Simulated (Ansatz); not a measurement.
## Deformation potentials of KCdCO3F (P-6m2) by GW

Does the cheap functional get the change of gap under strain right for KCdCO3F (P-6m2)?

Method: a semilocal functional, HSE06 and G0W0, plane waves, PAW, in Ansatz 0.2.0.

### Step 1. The structure

It takes space group P-6m2 (No. 187, hexagonal). Conventional cell: a = 5.132 Å, b = 5.132 Å, c = 4.432 Å, α = 90.00°, β = 90.00°, γ = 120.00°. K has 6 O at 2.80 Å and 3 F at 2.96 Å nearest. Cd has 2 F at 2.22 Å and 6 O at 2.58 Å nearest. Nearest to C lie 3 O at 1.25 Å. Nearest to O lie 1 C at 1.25 Å and 2 Cd at 2.58 Å and 2 K at 2.80 Å. Nearest to F lie 2 Cd at 2.22 Å and 3 K at 2.96 Å. Farther neighbours and most contacts between anions are not listed.

The start is a cell from the Crystallography Open Database.

### Step 2. Unstrained: relaxing the ions

A relaxation at this level of theory: leftover forces would pass straight into the levels.

This step: DFT, PBE, plane waves, PAW; PAW set soft_1.

Contents of input.yaml:

```yaml
crystal:
  lattice:
    - [5.1324, 0.0, 0.0]
    - [-2.5662, 4.4447887824, 0.0]
    - [0.0, 0.0, 4.4324]
  atoms:
    - { symbol: K, position: [0.0, 0.0, 0.0] }
    - { symbol: Cd, position: [0.6666666667, 0.3333333333, 0.5] }
    - { symbol: C, position: [0.3333333333, 0.6666666667, 0.5] }
    - { symbol: O, position: [0.1925, 0.385, 0.5] }
    - { symbol: O, position: [0.1925, 0.8075, 0.5] }
    - { symbol: O, position: [0.615, 0.8075, 0.5] }
    - { symbol: F, position: [0.6666666667, 0.3333333333, 0.0] }
kpoints:
  mp_grid: { grid: [6, 6, 6] }
hamiltonian:
  xc: pbe
  pseudopotentials: { kind: paw, azcp: { folder: soft_1 } }
scf:
  occupations: { method: fermi_dirac, width: 0.02 }
relax:
  f_tol: 0.02
  max_steps: 60
output:
  write_density: true
  write_potential: true
  elf: true
  volumetric_format: npy
```

Launch:

```console
$ ansatz run input.yaml --threads 2 --pin off --max-ram 92160MiB --backend cuda --events-out ev --progress --plain --runs-dir out --devices 1 --max-vram 13GiB
```

Numbers of over 12 decimals in the logs are rounded to 6 here.

What it wrote:

```text
GPUs: using 1 of 1 available (devices: 1).
Engine: ansatz 0.2.0, x86_64-unknown-linux-gnu
Pseudopotentials: kind: paw
Pseudopotential: K, paw, valence charge 9, recommended cutoff 420 eV (normal), soft_1/K.paw.azcp
Pseudopotential: Cd, paw, valence charge 20, recommended cutoff 420 eV (normal), soft_1/Cd.paw.azcp
Pseudopotential: C, paw, valence charge 4, recommended cutoff 420 eV (normal), soft_1/C.paw.azcp
Pseudopotential: O, paw, valence charge 6, recommended cutoff 420 eV (normal), soft_1/O.paw.azcp
Pseudopotential: F, paw, valence charge 7, recommended cutoff 420 eV (normal), soft_1/F.paw.azcp
Functional definition: PBE
  parameter kappa = 0.804
  parameter beta = 0.066725
  exchange = pbe_x(kappa = kappa, mu = beta*pi^2/3)
  correlation = pbe_c(beta = beta)
device memory: the entry about to start is reckoned to put 1.4 GiB on a device that reports 33.7 GiB free (of which the cap on the GPU budget leaves the run 13.0 GiB)
GPU FFT provider: cuFFT
GPU libraries: cuBLAS 13.8.2, cuFFT 12.4.0, cuSOLVER 12.3.4
Crystal: 7 atoms, lattice volume = 101.114 Å³
Basis set: ecut = 420 eV, 1977 PW (Γ), exchange–correlation on 72×72×60 points (8 copies of the dense FFT grid, shifted against one another)
Bands: 36, of which v1, the nominal top of the filled ones, is band 29 counted from 1 (28 counted from 0)
Symmetry: 12 space group operations
Space group: P-6m2 (ITA 187), of the structure as read, at distance tolerance 4.7e-5 Å
k-points: 28 of 216 (time reversal used)
Non-local potential: K, projectors of the file, l = 0: 3, l = 1: 2, l = 2: 2
Non-local potential: Cd, projectors of the file, l = 0: 3, l = 1: 2, l = 2: 2, l = 3: 1
Non-local potential: C, projectors of the file, l = 0: 2, l = 1: 2, l = 2: 1
Non-local potential: O, projectors of the file, l = 0: 2, l = 1: 2, l = 2: 1
Non-local potential: F, projectors of the file, l = 0: 2, l = 1: 2, l = 2: 1
PAW form: soft (Blöchl's): semilocal exchange-correlation on the pseudo side does not see the compensation charge
PAW one-centre angular grid: K, 110 points (default); XC on 64 Gauss nodes
PAW one-centre angular grid: Cd, 590 points (default); XC on 64 Gauss nodes
PAW one-centre angular grid: C, 110 points (default); XC on 64 Gauss nodes
PAW one-centre angular grid: O, 110 points (default); XC on 64 Gauss nodes
PAW one-centre angular grid: F, 110 points (default); XC on 64 Gauss nodes
Initial density: superposition of atomic densities (chi_scale 0.1, normalization cell, long waves kept (reshape's long-wave potential 0.01 eV rms))
Initial wavefunctions: pseudopotential atomic-orbital guess
GPU buffer pool allocated for 38880 grid points (all kernels)
GPU transforms: local potential and band sums: pruned to the plane-wave sphere, on 36×36×30
Functional: x = pbe(κ = 0.804, μ = 0.219515), c = pbe(β = 0.066725)
[...]
relax step   2: F+E_penalty+E_count = -12555.91030398 eV  Δ(F+E_penalty+E_count) = -1.705e-1 eV  max|allowed force component| = 7.675e-1 eV/Å  Δτ_max = 0.0298 Å  (6 SCF iters, dr2 threshold 1.00e-4 eV, accepted)
[...]
relax step   4: F+E_penalty+E_count = -12555.92284916 eV  Δ(F+E_penalty+E_count) = -6.596e-5 eV  max|allowed force component| = 5.455e-3 eV/Å  Δτ_max = 0.0009 Å  (5 SCF iters, accepted)
device memory: the entry about to start is reckoned to put 1.4 GiB (of the 1.5 GiB reckoned in all, the device holds 0.1 GiB already) on a device that reports 32.7 GiB free (of which the cap on the GPU budget leaves the run 13.0 GiB)
NSCF: frozen V_eff on 28 k-points, pencils in batches of 32, up to order 144
[...]
SCF converged after 5 iterations
Free energy (F): -12555.922849 eV
Harris-Foulkes:  -12555.922849 eV  (|F-HF|=6.38e-9)
Internal energy: -12555.922849 eV  (E = F + TS)
E sigma→0 (E₀):  -12555.922849 eV
Fermi energy:    5.907422 eV
--- Per-component energies (eV) ---
  E_band       = -715.236419
  E_kinetic    = 1487.823179
  E_local      = -6573.578742  (includes V_loc(G=0)·N_el)
  E_nonlocal   = 404.222504
  E_hartree    = 2779.034198
  E_xc         = -629.108631
  E_vxc        = -789.784594  (∫ρ·V_xc dr)
  E_paw        = -5677.484909  (= ΣΔE_a)
  E_vpaw       = -801.990168  (= ΣTr[D̂ρ^β])
  E_aug_tail   = 0.003326  (compensation charges beyond the density's cutoff)
  E_ewald      = -4346.833774
  E_smearing   = -0.000000  (= −TS)
  E_closure    = -0.000000  (closes the sum)
  Σ components = -12555.922849   (vs F -12555.922849, Δ=0.00e0)
--- Forces (eV/Å), atoms counted from 1 ---
  atom   1  K      0.00000000    -0.00000000     0.00000000
  atom   2  Cd    -0.00000000     0.00000000     0.00000000
  atom   3  C     -0.00000000     0.00000000     0.00000000
  atom   4  O     -0.00000000     0.00545492     0.00000000
  atom   5  O      0.00472410    -0.00272746     0.00000000
  atom   6  O     -0.00472410    -0.00272746     0.00000000
  atom   7  F      0.00000000     0.00000000     0.00000000
  max |Σ_I F_I| component: 8.88e-17 eV/Å
--- Band table (eV; the first three rows and the last of 28) ---
  k-point 0: bands = [... 25 lower, 3.2312, 3.5448, 3.5448, 4.9648, 6.8033, 10.8452, 11.3060, 13.8579, ... 3 higher]
  k-point 1: bands = [... 25 lower, 3.2037, 3.5614, 3.5614, 4.9659, 7.2198, 10.7090, 11.5014, 13.9303, ... 3 higher]
  k-point 2: bands = [... 25 lower, 3.1327, 3.5939, 3.5939, 4.9683, 8.2608, 10.4142, 11.6100, 14.0679, ... 3 higher]
  k-point 27: bands = [... 25 lower, 3.3977, 3.5726, 3.6553, 4.5263, 10.7435, 11.0633, 11.9603, 12.6009, ... 3 higher]
--- Relaxed structure (4 steps of the walk, 4 accepted, 0 SCFs on fresh bases) ---
  F+E_penalty+E_count = -12555.92284916 eV   max|allowed force component| = 5.455e-3 eV/Å
  atoms:
    - { symbol: K, position: [-7.313604819493624e-18, -2.112271257161329e-17, 0.0] }
    - { symbol: Cd, position: [0.666667, 0.333333, 0.5] }
    - { symbol: C, position: [0.333333, 0.666667, 0.5] }
    - { symbol: O, position: [0.187897, 0.375794, 0.5] }
    - { symbol: O, position: [0.187897, 0.812103, 0.5] }
    - { symbol: O, position: [0.624206, 0.812103, 0.5] }
    - { symbol: F, position: [0.666667, 0.333333, 0.0] }
```

The job ended after 13 s (1 × NVIDIA H100 80GB HBM3 (shared by 6 runs) with 2 threads of AMD EPYC 7R13 (Zen 3), shared host; peak memory 0.99 GiB; 13 s of CPU time).

Step by step:

| step | energy less that of the first step (eV) | largest force component (eV/Å) |
| --- | --- | --- |
| 1 | 0.0000 | 3.1165 |
| 2 | -0.1705 | 0.7675 |
| 3 | -0.1830 | 0.0546 |
| 4 | -0.1830 | 0.0055 |

Forces are held to the 12 operations that the run works with; a distortion that breaks them can't arise in this run.

The atoms that moved most (Å):

| atom | dx | dy | dz | length |
| --- | --- | --- | --- | --- |
| O6 | 0.035 | 0.020 | 0.000 | 0.041 |
| O4 | 0.000 | -0.041 | 0.000 | 0.041 |
| O5 | -0.035 | 0.020 | 0.000 | 0.041 |

### Step 3. Unstrained: relaxing the ions

input.yaml, the sections that differ from step 2:

```yaml
crystal:
  lattice:
    - [5.1324, 0.0, 0.0]
    - [-2.5662, 4.4447887824, 0.0]
    - [0.0, 0.0, 4.4324]
  atoms:
    - { symbol: K, position: [0.0, 0.0, 0.0] }
    - { symbol: Cd, position: [0.6666666667, 0.3333333333, 0.5] }
    - { symbol: C, position: [0.3333333333, 0.6666666667, 0.5] }
    - { symbol: O, position: [0.1878970915, 0.3757941831, 0.5] }
    - { symbol: O, position: [0.1878970915, 0.8121029085, 0.5] }
    - { symbol: O, position: [0.6242058169, 0.8121029085, 0.5] }
    - { symbol: F, position: [0.6666666667, 0.3333333333, 0.0] }
relax:
  f_tol: 0.01
# kpoints, hamiltonian, scf: as in step 2
# output: removed
```

What it wrote:

```text
GPUs: using 1 of 1 available (devices: 1).
[...]
GPU FFT provider: cuFFT
GPU libraries: cuBLAS 13.8.2, cuFFT 12.4.0, cuSOLVER 12.3.4
Crystal: 7 atoms, lattice volume = 101.114 Å³
Basis set: ecut = 420 eV, 1977 PW (Γ), exchange–correlation on 72×72×60 points (8 copies of the dense FFT grid, shifted against one another)
Bands: 36, of which v1, the nominal top of the filled ones, is band 29 counted from 1 (28 counted from 0)
Symmetry: 12 space group operations
[...]
k-points: 28 of 216 (time reversal used)
[...]
GPU buffer pool allocated for 38880 grid points (all kernels)
[...]
SCF iter   1: F=—  HF=-12562.628997 eV  |F-HF|=—  |Δ(HF+E_count)|=         —  Δρ=1.64e-1  dr2=2.57e1  ethr=3.10e-3  ⟨swp⟩=8.9  Hψ=4641  notcnv=0
[...]
SCF iter   9: F=-12555.922849 eV  HF=-12555.922847 eV  |F-HF|=1.86e-6  |Δ(HF+E_count)|=   2.61e-5  Δρ=3.53e-5  dr2=2.11e-6  ethr=4.31e-9  ⟨swp⟩=3.6  Hψ=4134  notcnv=0
SCF 1 converged in 9 iterations: F = -12555.922849 eV  dr2 = 2.11e-6
[...]
relax step   1: F+E_penalty+E_count = -12555.92284877 eV  Δ(F+E_penalty+E_count) = +0.000e0 eV  max|allowed force component| = 5.959e-3 eV/Å  Δτ_max = 0.0000 Å  (9 SCF iters, dr2 threshold 2.50e-6 eV, accepted)
[...]
GPU FFT provider: cuFFT
GPU libraries: cuBLAS 13.8.2, cuFFT 12.4.0, cuSOLVER 12.3.4
[...]
GPU buffer pool allocated for 38880 grid points (all kernels)
[...]
SCF 2 converged in 3 iterations: F = -12555.922849 eV  dr2 = 9.61e-8
relax step   2: F+E_penalty+E_count = -12555.92284915 eV  Δ(F+E_penalty+E_count) = -3.823e-7 eV  max|allowed force component| = 5.433e-3 eV/Å  Δτ_max = 0.0000 Å  (3 SCF iters, accepted)
SCF converged after 3 iterations
Free energy (F): -12555.922849 eV
[...]
Internal energy: -12555.922849 eV  (E = F + TS)
E sigma→0 (E₀):  -12555.922849 eV
Fermi energy:    5.907296 eV
[...]
--- Forces (eV/Å), atoms counted from 1 ---
  atom   1  K      0.00000000    -0.00000000     0.00000000
  atom   2  Cd    -0.00000000     0.00000000     0.00000000
  atom   3  C     -0.00000000     0.00000000     0.00000000
  atom   4  O     -0.00000000     0.00543267     0.00000000
  atom   5  O      0.00470483    -0.00271633     0.00000000
  atom   6  O     -0.00470483    -0.00271633     0.00000000
  atom   7  F      0.00000000     0.00000000     0.00000000
  max |Σ_I F_I| component: 6.84e-17 eV/Å
--- Relaxed structure (2 steps of the walk, 2 accepted, 0 SCFs on fresh bases) ---
  F+E_penalty+E_count = -12555.92284915 eV   max|allowed force component| = 5.433e-3 eV/Å
  atoms:
    - { symbol: K, position: [-1.5860328922985724e-17, 5.286776307661908e-18, 0.0] }
    - { symbol: Cd, position: [0.666667, 0.333333, 0.5] }
    - { symbol: C, position: [0.333333, 0.666667, 0.5] }
    - { symbol: O, position: [0.187897, 0.375794, 0.5] }
    - { symbol: O, position: [0.187897, 0.812103, 0.5] }
    - { symbol: O, position: [0.624206, 0.812103, 0.5] }
    - { symbol: F, position: [0.666667, 0.333333, 0.0] }
```

It took 9.4 s on 1 × NVIDIA H100 80GB HBM3 (shared by 6 runs) with 2 threads; peak memory 0.97 GiB.

No atom moved by 0.005 Å in the relaxation.

### Step 4. Unstrained: PBE

input.yaml: that of step 3 with these lines changed.

```diff
@@ -15,2 +15,11 @@
   mp_grid: { grid: [6, 6, 6] }
+  band_path:
+    path:
+      - [0.0, 0.0, 0.0]
+      - [0.5, 0.0, 0.0]
+      - [0.33333333, 0.33333333, 0.0]
+      - [0.0, 0.0, 0.5]
+      - [0.5, 0.0, 0.5]
+      - [0.33333333, 0.33333333, 0.5]
+    npoints: 1
 hamiltonian:
@@ -20,3 +29,6 @@
   occupations: { method: fermi_dirac, width: 0.02 }
-relax:
-  f_tol: 0.01
+  n_extra_bands: 6
+output:
+  eigenvalues: true
+  forces: true
+  stress: true
```

What it wrote:

```text
[...]
GPUs: using 1 of 1 available (devices: 1).
[...]
GPU FFT provider: cuFFT
GPU libraries: cuBLAS 13.8.2, cuFFT 12.4.0, cuSOLVER 12.3.4
Crystal: 7 atoms, lattice volume = 101.114 Å³
Basis set: ecut = 420 eV, 1977 PW (Γ), exchange–correlation on 72×72×60 points (8 copies of the dense FFT grid, shifted against one another)
Bands: 35, of which v1, the nominal top of the filled ones, is band 29 counted from 1 (28 counted from 0)
Symmetry: 12 space group operations
[...]
k-points: 28 of 216 (time reversal used)
[...]
GPU buffer pool allocated for 38880 grid points (all kernels)
[...]
SCF iter   1: F=—  HF=-12562.629010 eV  |F-HF|=—  |Δ(HF+E_count)|=         —  Δρ=1.64e-1  dr2=2.57e1  ethr=3.10e-3  ⟨swp⟩=8.4  Hψ=4369  notcnv=0
[...]
SCF iter  11: F=-12555.922849 eV  HF=-12555.922849 eV  |F-HF|=2.33e-9  |Δ(HF+E_count)|=   4.08e-8  Δρ=4.31e-6  dr2=1.50e-8  ethr=1.72e-10  ⟨swp⟩=12.1  Hψ=4738  notcnv=0
SCF 1 converged in 11 iterations: F = -12555.922849 eV  dr2 = 1.50e-8
[...]
NSCF: frozen V_eff on 6 k-points
SCF converged after 11 iterations
Free energy (F): -12555.922849 eV
[...]
Internal energy: -12555.922849 eV  (E = F + TS)
E sigma→0 (E₀):  -12555.922849 eV
Fermi energy:    5.907340 eV
[...]
--- Forces (eV/Å), atoms counted from 1 ---
  atom   1  K      0.00000000    -0.00000000     0.00000000
  atom   2  Cd     0.00000000     0.00000000     0.00000000
  atom   3  C      0.00000000     0.00000000     0.00000000
  atom   4  O     -0.00000000     0.00550557     0.00000000
  atom   5  O      0.00476796    -0.00275279     0.00000000
  atom   6  O     -0.00476796    -0.00275279     0.00000000
  atom   7  F      0.00000000     0.00000000     0.00000000
  max |Σ_I F_I| component: 8.49e-17 eV/Å
--- Stress (GPa, compression-positive) ---
        0.444480       0.000000       0.000000
       -0.000000       0.444480       0.000000
        0.000000       0.000000       1.382186
  P = ⅓ Tr σ = 0.7570 GPa (7.570 kbar)
--- Band table (eV; the first three rows and the last of 28) ---
  k-point 0: bands = [... 25 lower, 3.2312, 3.5448, 3.5448, 4.9647, 6.8033, 10.8451, 11.3059, 13.8580, ... 2 higher]
  k-point 1: bands = [... 25 lower, 3.2036, 3.5614, 3.5614, 4.9658, 7.2197, 10.7090, 11.5013, 13.9303, ... 2 higher]
  k-point 2: bands = [... 25 lower, 3.1326, 3.5938, 3.5938, 4.9682, 8.2607, 10.4141, 11.6099, 14.0678, ... 2 higher]
  k-point 27: bands = [... 25 lower, 3.3977, 3.5726, 3.6553, 4.5262, 10.7434, 11.0632, 11.9603, 12.6008, ... 2 higher]
```

Run time: 11 s. Hardware: 1 × NVIDIA H100 80GB HBM3 (shared by 6 runs) with 2 threads; peak memory 0.94 GiB.

This step gave:

* pressure: 0.7570 GPa
* gap: 1.834 eV
* valence top at: A
* conduction bottom at: Γ
* least direct gap: 1.839 eV

The gap is indirect, with the least direct gap 0.005 eV higher.

### Step 5. Unstrained: G0W0

Now the one-shot GW correction: screening in the RPA, then the self-energy of the levels asked for. This step takes PAW set soft_1 files.

This step: G0W0 on PBE, plane waves, PAW; PAW set soft_1.

input.yaml, the sections that differ from step 4:

```yaml
kpoints:
  mp_grid: { grid: [6, 6, 6] }
scf:
  occupations: { method: fixed }
gw:
  n_empty_bands: 380
  ecut_chi: 140
  qp_bands: [v2, c2]
  qp_kpoints: band_edges
  screening: { model: contour_deformation }
# crystal, hamiltonian: as in step 4
# output: removed
```

What it wrote:

```text
GPUs: using 1 of 1 available (devices: 1).
[...]
GPU FFT provider: cuFFT
GPU libraries: cuBLAS 13.8.2, cuFFT 12.4.0, cuSOLVER 12.3.4
Crystal: 7 atoms, lattice volume = 101.114 Å³
Basis set: ecut = 420 eV, 1977 PW (Γ)
Bands: 36, of which v1, the nominal top of the filled ones, is band 29 counted from 1 (28 counted from 0)
Symmetry: 12 space group operations
[...]
k-points: 28 of 216 (time reversal used)
[...]
GPU buffer pool allocated for 38880 grid points (all kernels)
[...]
SCF iter   1: F=—  HF=-12562.628862 eV  |F-HF|=—  |Δ(HF+E_count)|=         —  Δρ=1.64e-1  dr2=2.55e1  ethr=3.10e-3  ⟨swp⟩=4.1  Hψ=3504  notcnv=0  defer=114
[...]
SCF iter  11: F=-12555.923253 eV  HF=-12555.923253 eV  |F-HF|=2.65e-9  |Δ(HF+E_count)|=   3.91e-8  Δρ=3.67e-6  dr2=1.11e-8  ethr=1.72e-10  ⟨swp⟩=11.6  Hψ=4825  notcnv=0
SCF 1 converged in 11 iterations: F = -12555.923253 eV  dr2 = 1.11e-8
[...]
0    28      3.5447   -25.2188     4.2920   -19.6666  0.7513     2.2520     2.2845  root
     0    29      4.9646   -27.0646     4.5887   -21.3158  0.7531     3.7796     3.8046  root
     0    30      6.8032    -8.7475    -3.7302   -13.3310  0.8437     7.6624     7.6565  root
     0    31     10.8451   -11.2785    -4.3174   -17.3215  0.7863    12.6204    12.5706  root
     1    28      3.5613   -25.2700     4.2874   -19.7213  0.7517     2.2676     2.3000  root
     1    29      4.9657   -27.0679     4.5887   -21.3197  0.7531     3.7812     3.8062  root
     1    30      7.2197    -9.3903    -3.6768   -13.9724  0.8390     8.1320     8.1250  root
     1    31     10.7089   -10.9280    -4.2626   -16.8720  0.7911    12.4348    12.3902  root
[...]
27    28      3.6552   -31.3731     4.8131   -25.2978  0.7633     2.3591     2.3931  root
    27    29      4.5261   -26.8518     4.5183   -21.1014  0.7537     3.2622     3.2940  root
    27    30     10.7431   -13.0234    -4.1995   -18.6644  0.7836    12.2281    12.1847  root
    27    31     11.0632   -11.9060    -4.2575   -17.9440  0.7795    12.9016    12.8437  root
[key lines of the parts left out:]
SCF converged after 11 iterations
Free energy (F): -12555.923253 eV
Fermi energy:    4.969568 eV
```

Wall time 2.9 min (1 × NVIDIA H100 80GB HBM3 (shared by 6 runs) with 2 threads); peak memory 2.5 GiB.

Numbers from this step:

* bands summed: 409
* RPA ε∞ on this mesh (eigenvalues): 2.338, 2.879, 2.879
* plane waves in the screening matrix: 381
* q-points in the mesh: 216
* G0W0 gap on the mesh: 3.846 eV
* k of the valence top: 0, 0, -0.5
* k of the conduction bottom: 0, 0, 0
* starting gap on the mesh: 1.834 eV
* Z at the valence top: 0.7531
* Z at the conduction bottom: 0.8437
* least direct G0W0 gap on the computed points: 3.852 eV

The gap on the mesh goes from 1.83 eV to 3.85 eV, a correction of +2.01 eV. Between the two edge states, bare exchange in place of the xc potential would open the gap by 10.33 eV, and correlation takes back 8.32 eV.

[end of part 1 of 4]

[Paths, hosts, dates, memory and timing lines, banners, echoed tables and standing remarks are left out of the program output.]

[Logs are printed without paths, hosts, clocks, repeated set-up lines and the standing remarks that a program may print on its own settings, such as how far it seeks lower states.]

[Runs of the session that timed out or met a known fault of the program may be left out.]

[Cells called generated may have been cut or substituted from an entry of the Crystallography Open Database or the Materials Project.]

[Hosts, paths, dates, database ids (printed as entryN), source tags and the programs' standing remarks are cut or masked in the printed files.]
